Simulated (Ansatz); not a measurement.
# F-SiC-H chair monolayer in a perpendicular field, part 3 of 4

Wanted: the out-of-plane response of the F-SiC-H chair monolayer. A positive field points along +c.

Ansatz 0.2.0; plane-wave DFT, PBE-D3(BJ), Ansatz PAW (the session's first sound run).

So far. Step 7 (Atoms held, field -0.2 V/Å): The dipole is -0.229 e·Å, -0.0300 e·Å from its value without field, and the gap 3.812 eV. Step 8 (Single point, field 0.35 V/Å): The dipole is -0.146 e·Å, 0.0529 e·Å from its value without field, and the gap 2.673 eV.

### Step 9. Response, atoms held

This step: plane-wave DFT, PBE-D3(BJ), Ansatz PAW; response to a field along the normal, atoms held (Ansatz 0.2.0).

The dipoles give the slope, and the difference of two potentials shows where the field is screened.

Numbers from this step:

- equivalent conductor thickness p/(ε₀AE): 3.234 Å
- distance between the outer atoms: 3.265 Å

Dipole of the cell against applied field:

```csv
applied field (V/Å),dipole of the cell (e·Å)
-0.200,-0.229
-0.100,-0.214
0.000,-0.199
0.100,-0.184
0.200,-0.169
0.350,-0.146
```

Local field over the applied field, running mean. From the potentials at -0.1 and 0.1 V/Å; running mean over 2.5 Å. The local field over applied field by z:

z (Å), local field over applied field and a bar from the least value:
```
     4.13       1.00 ##############################
     4.43       1.00 ##############################
     4.87       1.00 ##############################
     5.17       1.00 ##############################
     5.61       1.00 ##############################
     5.91       1.00 ##############################
     6.20       0.99 ##############################
     6.65       0.98 #############################
     6.94       0.97 #############################
     7.24       0.94 ############################
     7.68       0.86 #########################
     7.97       0.78 ######################
     8.42       0.65 ################
     8.71       0.55 #############
     9.01       0.45 #########
     9.45       0.31 ###
     9.75       0.25 #
    10.04       0.22 
    10.48       0.23 
    10.78       0.24 #
    11.22       0.28 ##
    11.52       0.33 ####
    11.81       0.41 #######
    12.26       0.53 ############
    12.55       0.60 ##############
    12.85       0.66 #################
    13.29       0.78 #####################
    13.59       0.85 ########################
    14.03       0.94 ############################
    14.32       0.97 #############################
    14.62       0.99 #############################
    15.06       1.00 ##############################
    15.36       1.00 ##############################
    15.65       1.00 ##############################
    16.10       1.00 ##############################
    16.39       1.00 ##############################
    16.84       1.00 ##############################
    17.13       1.00 ##############################
```

Electrons, planar mean, per unit field. The induced electron density by z:

```csv
z (Å),induced electron density (e/Å³ per V/Å)
4.13,1.8e-7
4.58,2.9e-7
5.02,1.2e-6
5.46,3.5e-6
5.91,1.1e-5
6.35,3.3e-5
6.79,9.8e-5
7.24,2.7e-4
7.68,7.1e-4
8.12,0.00170
8.57,0.00326
9.01,0.00330
9.45,7.0e-4
9.89,0.00125
10.34,3.0e-4
10.93,-0.00336
11.37,6.6e-4
11.81,4.7e-4
12.26,-0.00136
12.70,-0.00336
13.14,-0.00230
13.59,-8.0e-4
14.03,-2.3e-4
14.47,-5.8e-5
14.92,-1.4e-5
15.36,-3.0e-6
15.80,-7.8e-7
16.24,-9.2e-8
16.69,-1.0e-7
17.13,6.2e-8
```

The smaller of the gaps on the path and on the k-mesh, counted as 0 under 0.03 eV; in a wide-gap layer a fall can come from a state in the tilted vacuum. The gap by applied field:

```csv
applied field (V/Å),gap (eV)
-0.200,3.81
-0.100,3.66
0.000,3.50
0.100,3.31
0.200,3.09
0.350,2.67
```

By hand: between -0.1 and 0.1 V/Å the dipole changes by 0.03004 e·Å, a slope of 0.1502 e·Å²/V. A perfect conductor of thickness t has p = ε₀AEt, so t = 180.95 × 0.1502 / 8.405 = 3.23 Å (e/ε₀ = 180.95 V·Å, A in Å²).

The induced dipole is that of a conductor 3.23 Å thick.

### Step 10. Field on, atoms free, field 0.1 V/Å

This step: plane-wave DFT, PBE-D3(BJ), Ansatz PAW (Ansatz 0.2.0).

Now the atoms may follow the field. A weak field makes forces of meV/Å to tens of meV/Å, so the force tolerance is set well below the usual one.

Contents of input.yaml:

```yaml
crystal:
  lattice:
    - [3.115242408, 0.0, 0.0]
    - [-1.557621204, 2.6978790642, 0.0]
    - [0.0, 0.0, 21.2653175968]
  atoms:
    - { symbol: H, position: [0.6666666667, 0.3333333333, 0.4232243398] }
    - { symbol: C, position: [0.6666666667, 0.3333333333, 0.4752547505] }
    - { symbol: Si, position: [0.3333333333, 0.6666666667, 0.5016827569] }
    - { symbol: F, position: [0.3333333333, 0.6666666667, 0.5767756602] }
kpoints:
  mp_grid: { grid: [12, 12, 1] }
hamiltonian:
  xc: pbe
  dispersion: d3bj
scf:
  occupations: { method: fermi_dirac, width: 0.05 }
  convergence: { dr2_threshold: 1.0e-10 }
efield:
  axis: 3
  dipole_correction: true
  ramp_position: 0.97
  ramp_width: 0.06
  amplitude: 0.1
relax:
  f_tol: 0.001
  max_steps: 60
output:
  write_potential: true
  write_density: true
  volumetric_format: npy
```

The run is started by

```
> ansatz run input.yaml --threads 2 --pin off --max-ram 3072MiB --backend cpu --events-out ev --progress --plain --runs-dir out
```

Numbers of over 12 decimals in the logs are rounded to 6 here.

The program printed:

```text
[...]
Crystal: 4 atoms, lattice volume = 178.725 Å³
Basis set: ecut = 420 eV, 3467 PW (Γ), exchange–correlation on 48×48×288 points (8 copies of the dense FFT grid, shifted against one another)
Bands: 12, of which v1, the nominal top of the filled ones, is band 8 counted from 1 (7 counted from 0)
Symmetry: 6 space group operations
[...]
k-points: 19 of 144 (time reversal used)
[...]
SCF iter   1: F=—  HF=-1715.775487 eV  |F-HF|=—  |Δ(HF+E_count)|=         —  Δρ=6.55e-2  dr2=9.05e0  ethr=3.10e-3  p=0.020 e·Å  D=2.03e-2 V/Å  ΔV_dip=-0.43 eV  dr2_dipole=1.06e-1  V_vac-E_F(+/−)=8.28/6.88 eV  ⟨swp⟩=7.7  Hψ=1876  notcnv=0
[...]
SCF iter  11: F=-1712.902372 eV  HF=-1712.902372 eV  |F-HF|=1.98e-11  |Δ(HF+E_count)|=  5.12e-10  Δρ=1.44e-7  dr2=3.54e-11  ethr=1.00e-12  p=-0.184 e·Å  D=-1.86e-1 V/Å  ΔV_dip=3.96 eV  dr2_dipole=9.03e-13  V_vac-E_F(+/−)=7.71/1.93 eV  ⟨swp⟩=8.1  Hψ=1304  notcnv=0
SCF 1 converged in 11 iterations: F = -1712.902372 eV  dr2 = 3.54e-11
[...]
relax step   1: F+E_penalty+E_count = -1712.90237170 eV  Δ(F+E_penalty+E_count) = +0.000e0 eV  max|allowed force component| = 7.016e-2 eV/Å  Δτ_max = 0.0000 Å  (11 SCF iters, accepted)
[...]
SCF iter   7: F=-1712.902407 eV  HF=-1712.902407 eV  |F-HF|=2.07e-11  |Δ(HF+E_count)|=  1.07e-10  Δρ=1.30e-7  dr2=1.41e-11  ethr=1.00e-12  p=-0.184 e·Å  D=-1.86e-1 V/Å  ΔV_dip=3.95 eV  dr2_dipole=2.74e-14  V_vac-E_F(+/−)=7.70/1.92 eV  ⟨swp⟩=7.7  Hψ=1209  notcnv=0
SCF 2 converged in 7 iterations: F = -1712.902407 eV  dr2 = 1.41e-11
relax step   2: F+E_penalty+E_count = -1712.90240728 eV  Δ(F+E_penalty+E_count) = -3.558e-5 eV  max|allowed force component| = 3.207e-2 eV/Å  Δτ_max = 0.0007 Å  (7 SCF iters, accepted)
SCF iter   1: F=—  HF=-1712.902124 eV  |F-HF|=—  |Δ(HF+E_count)|=         —  Δρ=5.41e-5  dr2=5.51e-6  ethr=2.89e-7  p=-0.184 e·Å  D=-1.86e-1 V/Å  ΔV_dip=3.95 eV  dr2_dipole=6.59e-7  V_vac-E_F(+/−)=7.70/1.92 eV  ⟨swp⟩=2.3  Hψ=673  notcnv=0
[...]
SCF iter   7: F=-1712.902419 eV  HF=-1712.902419 eV  |F-HF|=1.32e-11  |Δ(HF+E_count)|=  8.14e-11  Δρ=9.19e-8  dr2=7.47e-12  ethr=1.00e-12  p=-0.183 e·Å  D=-1.85e-1 V/Å  ΔV_dip=3.94 eV  dr2_dipole=1.06e-13  V_vac-E_F(+/−)=7.69/1.92 eV  ⟨swp⟩=8.0  Hψ=1277  notcnv=0
SCF 3 converged in 7 iterations: F = -1712.902419 eV  dr2 = 7.47e-12
relax step   3: F+E_penalty+E_count = -1712.90241893 eV  Δ(F+E_penalty+E_count) = -1.165e-5 eV  max|allowed force component| = 9.843e-4 eV/Å  Δτ_max = 0.0005 Å  (7 SCF iters, accepted)
[...]
the band table was solved once a step of the walk had ended and its energy, with any forces and stress, was formed, with the checks that follow a solve (2038 applications of the Hamiltonian). They found nothing against the state; the energy, forces and stress were not computed again (output.eigenvalues in the input reference)
[...]
SCF converged after 7 iterations
Free energy (F): -1712.902419 eV
[...]
Internal energy: -1712.902419 eV  (E = F + TS)
E sigma→0 (E₀):  -1712.902419 eV
Fermi energy:    -2.407990 eV
Dipole field:    D = -0.185370 V/Å  (p = -0.183089 e·Å, saw-weighted, corrected)
Work function:   not extracted (applied field tilts the vacuum); planar V_es + V_field profile in the machine report
[...]
--- Forces (eV/Å), atoms counted from 1 ---
  atom   1  H     -0.00000000     0.00000000     0.00064370
  atom   2  C      0.00000000    -0.00000000    -0.00100239
  atom   3  Si    -0.00000000     0.00000000    -0.00033248
  atom   4  F      0.00000000    -0.00000000     0.00061895
  max |Σ_I F_I| component: 7.22e-5 eV/Å
--- Band table (eV; the first three rows and the last of 19) ---
  k-point 0: bands = [... 4 lower, -7.1254, -7.1254, -4.0764, -4.0764, -0.7691, 0.3758, 1.3238, 1.9621]
  k-point 1: bands = [... 4 lower, -7.1765, -7.1539, -4.5988, -4.2007, -0.6318, 0.5170, 1.5982, 2.1515]
  k-point 2: bands = [... 4 lower, -7.3131, -7.2330, -5.7074, -4.5048, -0.2297, 0.9368, 1.8231, 2.5514]
  k-point 18: bands = [... 4 lower, -8.8876, -8.2795, -7.1273, -6.6985, 2.6831, 3.0232, 4.3376, 5.4211]
--- Relaxed structure (3 steps of the walk, 3 accepted, 0 SCFs on fresh bases) ---
  F+E_penalty+E_count = -1712.90241893 eV   max|allowed force component| = 9.843e-4 eV/Å
  atoms:
    - { symbol: H, position: [0.666667, 0.333333, 0.423206] }
    - { symbol: C, position: [0.666667, 0.333333, 0.475239] }
    - { symbol: Si, position: [0.333333, 0.666667, 0.501731] }
    - { symbol: F, position: [0.333333, 0.666667, 0.576762] }
```

Elapsed: 5 s, on 2 threads of Arm Neoverse V2, shared host; peak memory 0.4 GiB.

Hardly anything moved in the relaxation; the energy changed by under 0.2 meV an atom.

Numbers from this step:

```
gap on the k-mesh       : 3.307 eV
dipole along the normal : -0.1831 e·Å
```

The relaxation took 3 steps and lowered the energy by 4.7e-5 eV; the largest force on the free atoms ends at 9.8e-4 eV/Å.

The dipole is -0.183 e·Å, 0.0160 e·Å from its value without field, and the gap on the mesh 3.307 eV.

### Step 11. Relaxing in the field, field -0.1 V/Å

The opposite sign, again from the field-free geometry; the difference of the two cancels what relaxes without a field.

Changes to input.yaml since step 10:

```diff
@@ -23,3 +23,3 @@
   ramp_width: 0.06
-  amplitude: 0.1
+  amplitude: -0.1
 relax:
```

The program printed:

```text
[...]
Crystal: 4 atoms, lattice volume = 178.725 Å³
Basis set: ecut = 420 eV, 3467 PW (Γ), exchange–correlation on 48×48×288 points (8 copies of the dense FFT grid, shifted against one another)
Bands: 12, of which v1, the nominal top of the filled ones, is band 8 counted from 1 (7 counted from 0)
Symmetry: 6 space group operations
[...]
k-points: 19 of 144 (time reversal used)
[...]
--- Relaxed structure (4 steps of the walk, 4 accepted, 0 SCFs on fresh bases) ---
  F+E_penalty+E_count = -1712.94224319 eV   max|allowed force component| = 3.290e-4 eV/Å
  atoms:
    - { symbol: H, position: [0.666667, 0.333333, 0.423251] }
    - { symbol: C, position: [0.666667, 0.333333, 0.475278] }
    - { symbol: Si, position: [0.333333, 0.666667, 0.501628] }
    - { symbol: F, position: [0.333333, 0.666667, 0.576781] }
[key lines of the parts left out:]
SCF converged after 6 iterations
Free energy (F): -1712.942243 eV
Fermi energy:    -2.223757 eV
Dipole field:    D = -0.217808 V/Å  (p = -0.215129 e·Å, saw-weighted, corrected)
```

Elapsed: 6 s, on 2 threads; peak memory 0.4 GiB.

Hardly anything moved in the relaxation; the energy changed by under 0.2 meV an atom.

Numbers from this step:

| Quantity | Value |
| --- | --- |
| gap on the k-mesh | 3.667 eV |
| dipole along the normal | -0.2151 e·Å |

The relaxation took 4 steps and lowered the energy by 5.3e-5 eV; the largest force on the free atoms ends at 3.3e-4 eV/Å.

The dipole is -0.215 e·Å, -0.0160 e·Å from its value without field, and the gap on the mesh 3.667 eV.

### Step 12. Response, atoms relaxed

This step: plane-wave DFT, PBE-D3(BJ), Ansatz PAW; response to a field along the normal, atoms relaxed (Ansatz 0.2.0).

The same analysis on the two relaxed runs holds the ionic part too; their mesh is coarser, so small differences from the held value can come from that.

This step gave:

* equivalent conductor thickness p/(ε₀AE): 3.449 Å

Table of dipole of the cell by applied field:

```csv
applied field (V/Å),dipole of the cell (e·Å)
-0.1000,-0.215
0.1000,-0.183
```

Local field over the applied field, running mean. From the potentials at -0.1 and 0.1 V/Å; running mean over 2.5 Å. Table of local field over applied field by z:

```csv
z (Å),local field over applied field
4.5,1.000
5.0,1.000
5.5,0.999
6.0,0.996
6.5,0.988
7.0,0.963
7.5,0.895
8.0,0.800
8.5,0.646
9.0,0.545
9.5,0.281
10.0,0.108
10.5,0.0987
11.0,0.144
11.5,0.166
12.0,0.396
12.5,0.622
13.0,0.723
13.5,0.833
14.0,0.922
14.5,0.981
15.0,0.996
15.5,0.999
16.0,1.000
16.5,1.000
17.0,1.000
```

Electrons, planar mean, per unit field. Table of induced electron density by z:

```csv
z (Å),induced electron density (e/Å³ per V/Å)
4.13,2.9e-7
4.58,1.5e-7
5.02,1.3e-6
5.46,3.2e-6
5.91,1.1e-5
6.35,3.2e-5
6.79,9.7e-5
7.24,2.7e-4
7.68,7.2e-4
8.12,0.00179
8.57,0.00375
9.01,0.00363
9.45,1.9e-4
9.89,-1.9e-4
10.34,-0.00149
10.93,-0.00322
11.37,0.00212
11.81,0.00521
12.26,-0.00134
12.70,-0.00649
13.14,-0.00274
13.59,-8.5e-4
14.03,-2.4e-4
14.47,-6.0e-5
14.92,-1.4e-5
15.36,-3.4e-6
15.80,-5.1e-7
16.24,-3.4e-7
16.69,1.2e-7
17.13,-1.4e-7
```

The induced dipole is that of a conductor 3.45 Å thick.

### Step 13. Same geometry, cutoff 420 eV, functional LDA

This step: plane-wave DFT, LDA, Ansatz PAW (Ansatz 0.2.0).

The geometry is kept and the functional is LDA; other changes against the main runs: SCF threshold 1.0e-10 → 1.0e-09 eV, k-mesh 18×18×1 → 12×12×1 and no dispersion term, which doesn't act on the electrons.

Changes to input.yaml since step 11:

```diff
@@ -13,7 +13,6 @@
 hamiltonian:
-  xc: pbe
-  dispersion: d3bj
+  xc: lda
 scf:
   occupations: { method: fermi_dirac, width: 0.05 }
-  convergence: { dr2_threshold: 1.0e-10 }
+  convergence: { dr2_threshold: 1.0e-09 }
 efield:
@@ -23,6 +22,3 @@
   ramp_width: 0.06
-  amplitude: -0.1
-relax:
-  f_tol: 0.001
-  max_steps: 60
+  amplitude: 0.1
 output:
```

The program printed:

```text
[...]
Crystal: 4 atoms, lattice volume = 178.725 Å³
Basis set: ecut = 420 eV, 3467 PW (Γ)
Bands: 12, of which v1, the nominal top of the filled ones, is band 8 counted from 1 (7 counted from 0)
Symmetry: 6 space group operations
[...]
k-points: 19 of 144 (time reversal used)
[...]
SCF iter   1: F=—  HF=-1665.418743 eV  |F-HF|=—  |Δ(HF+E_count)|=         —  Δρ=6.39e-2  dr2=8.82e0  ethr=3.10e-3  p=0.020 e·Å  D=2.03e-2 V/Å  ΔV_dip=-0.43 eV  dr2_dipole=1.14e-1  V_vac-E_F(+/−)=8.49/7.10 eV  ⟨swp⟩=8.0  Hψ=1924  notcnv=0
[...]
SCF iter  11: F=-1662.484061 eV  HF=-1662.484061 eV  |F-HF|=7.62e-11  |Δ(HF+E_count)|=  6.23e-10  Δρ=2.66e-7  dr2=1.08e-10  ethr=6.25e-12  p=-0.189 e·Å  D=-1.91e-1 V/Å  ΔV_dip=4.06 eV  dr2_dipole=7.89e-12  V_vac-E_F(+/−)=7.94/2.05 eV  ⟨swp⟩=5.7  Hψ=1213  notcnv=0
SCF 1 converged in 11 iterations: F = -1662.484061 eV  dr2 = 1.08e-10
[...]
SCF converged after 11 iterations
Free energy (F): -1662.484061 eV
[...]
Internal energy: -1662.484061 eV  (E = F + TS)
E sigma→0 (E₀):  -1662.484061 eV
Fermi energy:    -2.599784 eV
Dipole field:    D = -0.191028 V/Å  (p = -0.188678 e·Å, saw-weighted, corrected)
Work function:   not extracted (applied field tilts the vacuum); planar V_es + V_field profile in the machine report
[...]
--- Band table (eV; the first three rows and the last of 19) ---
  k-point 0: bands = [... 4 lower, -7.3705, -7.3705, -4.3099, -4.3099, -0.9188, 0.2563, 1.0351, 1.8199]
  k-point 1: bands = [... 4 lower, -7.4196, -7.3996, -4.8302, -4.4347, -0.7826, 0.3979, 1.3115, 1.9975]
  k-point 2: bands = [... 4 lower, -7.5476, -7.4808, -5.9363, -4.7397, -0.3861, 0.8178, 1.5073, 2.4024]
  k-point 18: bands = [... 4 lower, -9.1204, -8.5370, -7.3891, -6.8843, 2.2464, 2.5652, 4.1237, 5.0162]
```

Run time: 2.8 s. Hardware: 2 threads; peak memory 0.37 GiB; 5.4 s of CPU time.

Numbers from this step:

```yaml
dipole_along_the_normal: -0.1887 e·Å
```

The dipole is -0.189 e·Å.

### Step 14. Same geometry, cutoff 420 eV, functional LDA (run 2)

The same run in the opposite field.

Changes to input.yaml since step 13:

```diff
@@ -22,3 +22,3 @@
   ramp_width: 0.06
-  amplitude: 0.1
+  amplitude: -0.1
 output:
```

The program printed:

```text
[...]
Crystal: 4 atoms, lattice volume = 178.725 Å³
Basis set: ecut = 420 eV, 3467 PW (Γ)
Bands: 12, of which v1, the nominal top of the filled ones, is band 8 counted from 1 (7 counted from 0)
Symmetry: 6 space group operations
[...]
k-points: 19 of 144 (time reversal used)
[...]
--- Band table (eV; the first three rows and the last of 19) ---
  k-point 0: bands = [... 4 lower, -7.4402, -7.4402, -4.2782, -4.2782, -0.5709, 1.0195, 1.2622, 2.3412]
  k-point 1: bands = [... 4 lower, -7.4827, -7.4687, -4.7997, -4.4039, -0.4357, 1.2308, 1.4822, 2.5179]
  k-point 2: bands = [... 4 lower, -7.5897, -7.5482, -5.9136, -4.7110, -0.0441, 1.4928, 1.8264, 2.8742]
  k-point 18: bands = [... 4 lower, -9.1318, -8.5674, -7.4228, -6.8984, 2.3105, 2.6029, 4.2865, 5.1576]
[key lines of the parts left out:]
SCF converged after 11 iterations
Free energy (F): -1662.524822 eV
Fermi energy:    -2.410227 eV
Dipole field:    D = -0.221619 V/Å  (p = -0.218893 e·Å, saw-weighted, corrected)
```

Run time: 2.7 s. Hardware: 2 threads; peak memory 0.37 GiB.

The dipole is -0.219 e·Å.

### Step 15. Response at this level

This step: plane-wave DFT, LDA, Ansatz PAW; response to a field along the normal, atoms held (Ansatz 0.2.0).

The two signs of the field give the slope at this level.

Numbers from this step:

```
equivalent conductor thickness p/(ε₀AE) : 3.253 Å
```

The induced dipole is that of a conductor 3.25 Å thick.

### Step 16. Same geometry, cutoff 420 eV, functional PBE

This step: plane-wave DFT, PBE, Ansatz PAW (Ansatz 0.2.0).

The geometry is kept and the functional is PBE; other changes against the main runs: SCF threshold 1.0e-10 → 1.0e-09 eV, k-mesh 18×18×1 → 12×12×1 and no dispersion term, which doesn't act on the electrons.

Changes to input.yaml since step 14:

```diff
@@ -13,3 +13,3 @@
 hamiltonian:
-  xc: lda
+  xc: pbe
 scf:
@@ -22,3 +22,3 @@
   ramp_width: 0.06
-  amplitude: -0.1
+  amplitude: 0.1
 output:
```

The program printed:

```text
[...]
Crystal: 4 atoms, lattice volume = 178.725 Å³
Basis set: ecut = 420 eV, 3467 PW (Γ)
Bands: 12, of which v1, the nominal top of the filled ones, is band 8 counted from 1 (7 counted from 0)
Symmetry: 6 space group operations
[...]
k-points: 19 of 144 (time reversal used)
[...]
--- Band table (eV; the first three rows and the last of 19) ---
  k-point 0: bands = [... 4 lower, -7.1115, -7.1115, -4.0888, -4.0888, -0.7777, 0.3480, 1.3140, 1.9465]
  k-point 1: bands = [... 4 lower, -7.1636, -7.1401, -4.6107, -4.2130, -0.6404, 0.4892, 1.5892, 2.1351]
  k-point 2: bands = [... 4 lower, -7.3041, -7.2196, -5.7169, -4.5166, -0.2383, 0.9091, 1.8145, 2.5354]
  k-point 18: bands = [... 4 lower, -8.8844, -8.2763, -7.1233, -6.6946, 2.6709, 3.0204, 4.3306, 5.4115]
[key lines of the parts left out:]
SCF converged after 10 iterations
Free energy (F): -1712.540201 eV
Fermi energy:    -2.418478 eV
Dipole field:    D = -0.186342 V/Å  (p = -0.184049 e·Å, saw-weighted, corrected)
```

Elapsed: 2.8 s, on 2 threads; peak memory 0.38 GiB.

The dipole is -0.184 e·Å.

### Step 17. Same geometry, cutoff 420 eV, functional PBE (run 2)

The same run in the opposite field.

Changes to input.yaml since step 16:

```diff
@@ -22,3 +22,3 @@
   ramp_width: 0.06
-  amplitude: 0.1
+  amplitude: -0.1
 output:
```

The program printed:

```text
[...]
Crystal: 4 atoms, lattice volume = 178.725 Å³
Basis set: ecut = 420 eV, 3467 PW (Γ)
Bands: 12, of which v1, the nominal top of the filled ones, is band 8 counted from 1 (7 counted from 0)
Symmetry: 6 space group operations
[...]
k-points: 19 of 144 (time reversal used)
[...]
--- Band table (eV; the first three rows and the last of 19) ---
  k-point 0: bands = [... 4 lower, -7.1826, -7.1826, -4.0577, -4.0577, -0.3945, 1.2145, 1.4406, 2.4620]
  k-point 1: bands = [... 4 lower, -7.2287, -7.2105, -4.5808, -4.1828, -0.2586, 1.3772, 1.7151, 2.6427]
  k-point 2: bands = [... 4 lower, -7.3493, -7.2883, -5.6952, -4.4886, 0.1375, 1.7364, 1.9865, 3.0319]
  k-point 18: bands = [... 4 lower, -8.8931, -8.3080, -7.1591, -6.7130, 2.7343, 3.0566, 4.4995, 5.5747]
[key lines of the parts left out:]
SCF converged after 10 iterations
Free energy (F): -1712.580018 eV
Fermi energy:    -2.211627 eV
Dipole field:    D = -0.216755 V/Å  (p = -0.214088 e·Å, saw-weighted, corrected)
```

Run time: 2.7 s. Hardware: 2 threads; peak memory 0.38 GiB.

The dipole is -0.214 e·Å.

### Step 18. Response at this level

This step: plane-wave DFT, PBE, Ansatz PAW; response to a field along the normal, atoms held (Ansatz 0.2.0).

The induced dipole is that of a conductor 3.23 Å thick.

(Continued in part 4 of 4.)

[Logs are printed without paths, hosts, clocks, repeated set-up lines and the standing remarks that a program may print on its own settings, such as how far it seeks lower states.]

[Hosts, paths, dates, database ids (printed as entryN), source tags and the programs' standing remarks are cut or masked in the printed files.]

[Maps of the electrostatic potential energy from Ansatz leave out the sawtooth potential of an applied field or a dipole correction, so their vacuum need not be flat; planar profiles and work functions include it.]
